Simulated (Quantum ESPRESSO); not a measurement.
## CuNi3 with and without spin polarisation: run 1 (ferro ++++++)

Quantum ESPRESSO 7.5; PBE; plane waves with GBRV 1.5 PBE potentials, no spin-orbit coupling.

It takes space group Pmma (No. 51, orthorhombic). The conventional cell has a = 3.547 Å, b = 3.547 Å, c = 7.093 Å, α = 90.00°, β = 90.00°, γ = 90.00°. Nearest to Ni lie 6 Ni at 2.51 Å and 6 Cu at 2.51 Å. Nearest to Cu lie 10 Ni at 2.51 Å and 2 Cu at 2.51 Å. Ni has 10 Ni at 2.51 Å and 2 Cu at 2.51 Å nearest. Ni has 10 Ni at 2.51 Å and 2 Cu at 2.51 Å nearest. Farther neighbours are not listed.

Spin moment in the atom's sphere by atom:

```tsv
atom	spin moment in the atom's sphere (μB)
Ni1	0.487
Cu2	0.020
Ni3	0.487
Cu4	0.020
Ni5	0.595
Ni6	0.620
Ni7	0.595
Ni8	0.620
```

Numbers from this step:

```
smearing term TS       : 0.09911 eV
magnetization          : 3.225 μB
absolute magnetization : 3.788 μB
final state            : ferromagnetic
```

Spin density in the ac plane at fractional y = 0.500, with atoms of Cu and Ni within 0.2 Å of it.

Ten even steps from '0' (0.0 e/Å³) to '9' (1.9 e/Å³), each cell a mean:
```
00000000000000
00000000000000
00000000000000
00000000000000
42000000000002
95100000000016
63000000000013
10000000000000
00000000000000
00000000000000
00000024200000
00000169510000
00000136300000
00000001000000
00000000000000
00000000000000
00000000000000
00000000000000
00000000000000
00000000000000
00000000000000
00000000000000
00000000000000
00000000000000
```
Columns run along a (3.5 Å), rows up along c (7.1 Å). Atoms in or near the plane, at fractional coordinates: Cu at (0.50, 0.00), Cu at (0.00, 0.25), Ni at (0.50, 0.50), Ni at (0.00, 0.75).

Valence density in the ac plane at fractional y = 0.500, with atoms of Cu and Ni within 0.2 Å of it. It is the smooth field of the valence electrons, not physical close to the nuclei.

Values in e/Å³, 24 rows by 14 columns, each cell a mean:
```
 0  0  0  0  1  7 24 39 20  5  1  0  0  0
 0  0  0  0  1  2  5  8  5  2  1  0  0  0
 1  0  0  0  0  0  1  1  1  0  0  0  0  1
 3  2  1  0  0  0  0  0  0  0  0  0  1  2
24 14  4  1  0  0  0  0  0  0  0  1  5 17
38 28  8  1  0  0  0  0  0  0  0  2 11 32
31 19  5  1  0  0  0  0  0  0  0  1  7 23
 8  5  2  1  0  0  0  0  0  0  0  1  2  6
 1  1  0  0  0  0  1  1  0  0  0  0  0  1
 0  0  0  0  0  1  2  3  2  1  0  0  0  0
 0  0  0  0  1  5 17 24 14  4  1  0  0  0
 0  0  0  0  2 11 32 38 28  8  1  0  0  0
 0  0  0  0  1  7 23 31 19  5  1  0  0  0
 0  0  0  0  1  2  6  8  5  2  1  0  0  0
 1  0  0  0  0  0  1  1  1  0  0  0  0  1
 3  2  1  0  0  0  0  0  0  0  0  0  1  2
28 14  4  1  0  0  0  0  0  0  0  1  5 17
68 34  8  1  0  0  0  0  0  0  0  2 10 41
39 20  5  1  0  0  0  0  0  0  0  1  7 24
 8  5  2  1  0  0  0  0  0  0  0  1  2  5
 1  1  0  0  0  0  1  1  0  0  0  0  0  1
 0  0  0  0  0  1  2  3  2  1  0  0  0  0
 0  0  0  0  1  5 17 28 14  4  1  0  0  0
 0  0  0  0  2 10 41 68 34  8  1  0  0  0
```
Columns run along a (3.5 Å), rows up along c (7.1 Å). Atoms in or near the plane, at fractional coordinates: Cu at (0.50, 0.00), Cu at (0.00, 0.25), Ni at (0.50, 0.50), Ni at (0.00, 0.75).

Q: Write an input that reproduces this.

The system, level and task follow from the heading and the kind of results. Meshes, cutoffs and thresholds can't be read from the results; these are the ones that the run used.

The signs are those of the starting moments on the seeded atoms, the atoms that are given a moment.

Input file pw.in:

```
&CONTROL
  calculation = 'scf'
  prefix = 'pwscf'
  outdir = './tmp'
  pseudo_dir = './pseudo'
  disk_io = 'nowf'
/
&SYSTEM
  ibrav = 0
  celldm(1) = 8
  nat = 8
  ntyp = 2
  ecutwfc = 40
  ecutrho = 280
  nbnd = 91
  occupations = 'smearing'
  smearing = 'fd'
  degauss = 0.00367493
  nspin = 2
  starting_magnetization(1) = 0.0389
  starting_magnetization(2) = 0
/
&ELECTRONS
  conv_thr = 1.6d-08
  electron_maxstep = 150
  mixing_beta = 0.3
/
ATOMIC_SPECIES
Ni     58.6934 ni_pbe_v1.4.uspp.F.UPF
Cu     63.5460 cu_pbe_v1.2.uspp.F.UPF
CELL_PARAMETERS alat
   0.8377982665646    0.0000000000000    0.0000000000000
   0.0000000000000    0.8377982665646    0.0000000000000
   0.0000000000000    0.0000000000000    1.6755965331291
ATOMIC_POSITIONS crystal
Ni      0.0000000000    0.0000000000    0.0000000000
Cu      0.5000000000    0.5000000000    0.0000000000
Ni      0.5000000000    0.0000000000    0.2500000000
Cu      0.0000000000    0.5000000000    0.2500000000
Ni      0.0000000000    0.0000000000    0.5000000000
Ni      0.5000000000    0.5000000000    0.5000000000
Ni      0.5000000000    0.0000000000    0.7500000000
Ni      0.0000000000    0.5000000000    0.7500000000
K_POINTS automatic
9 9 5 0 0 0
```

Command:

```sh
$ OMP_NUM_THREADS=1 mpirun -n 4 pw.x -nk 4 -in pw.in > pw.out
```

[Logs and program files are shortened in this print: banners, set-up blocks, solver, clock and traceback lines can be left out without a mark of their own.]

[Logs are printed without paths, hosts, clocks, repeated set-up lines and the standing remarks that a program may print on its own settings, such as how far it seeks lower states.]

[Hosts, paths, dates, database ids (printed as entryN), source tags and the programs' standing remarks are cut or masked in the printed files.]

[Where a cell is said to come from a database of computed structures, the database is the Materials Project.]
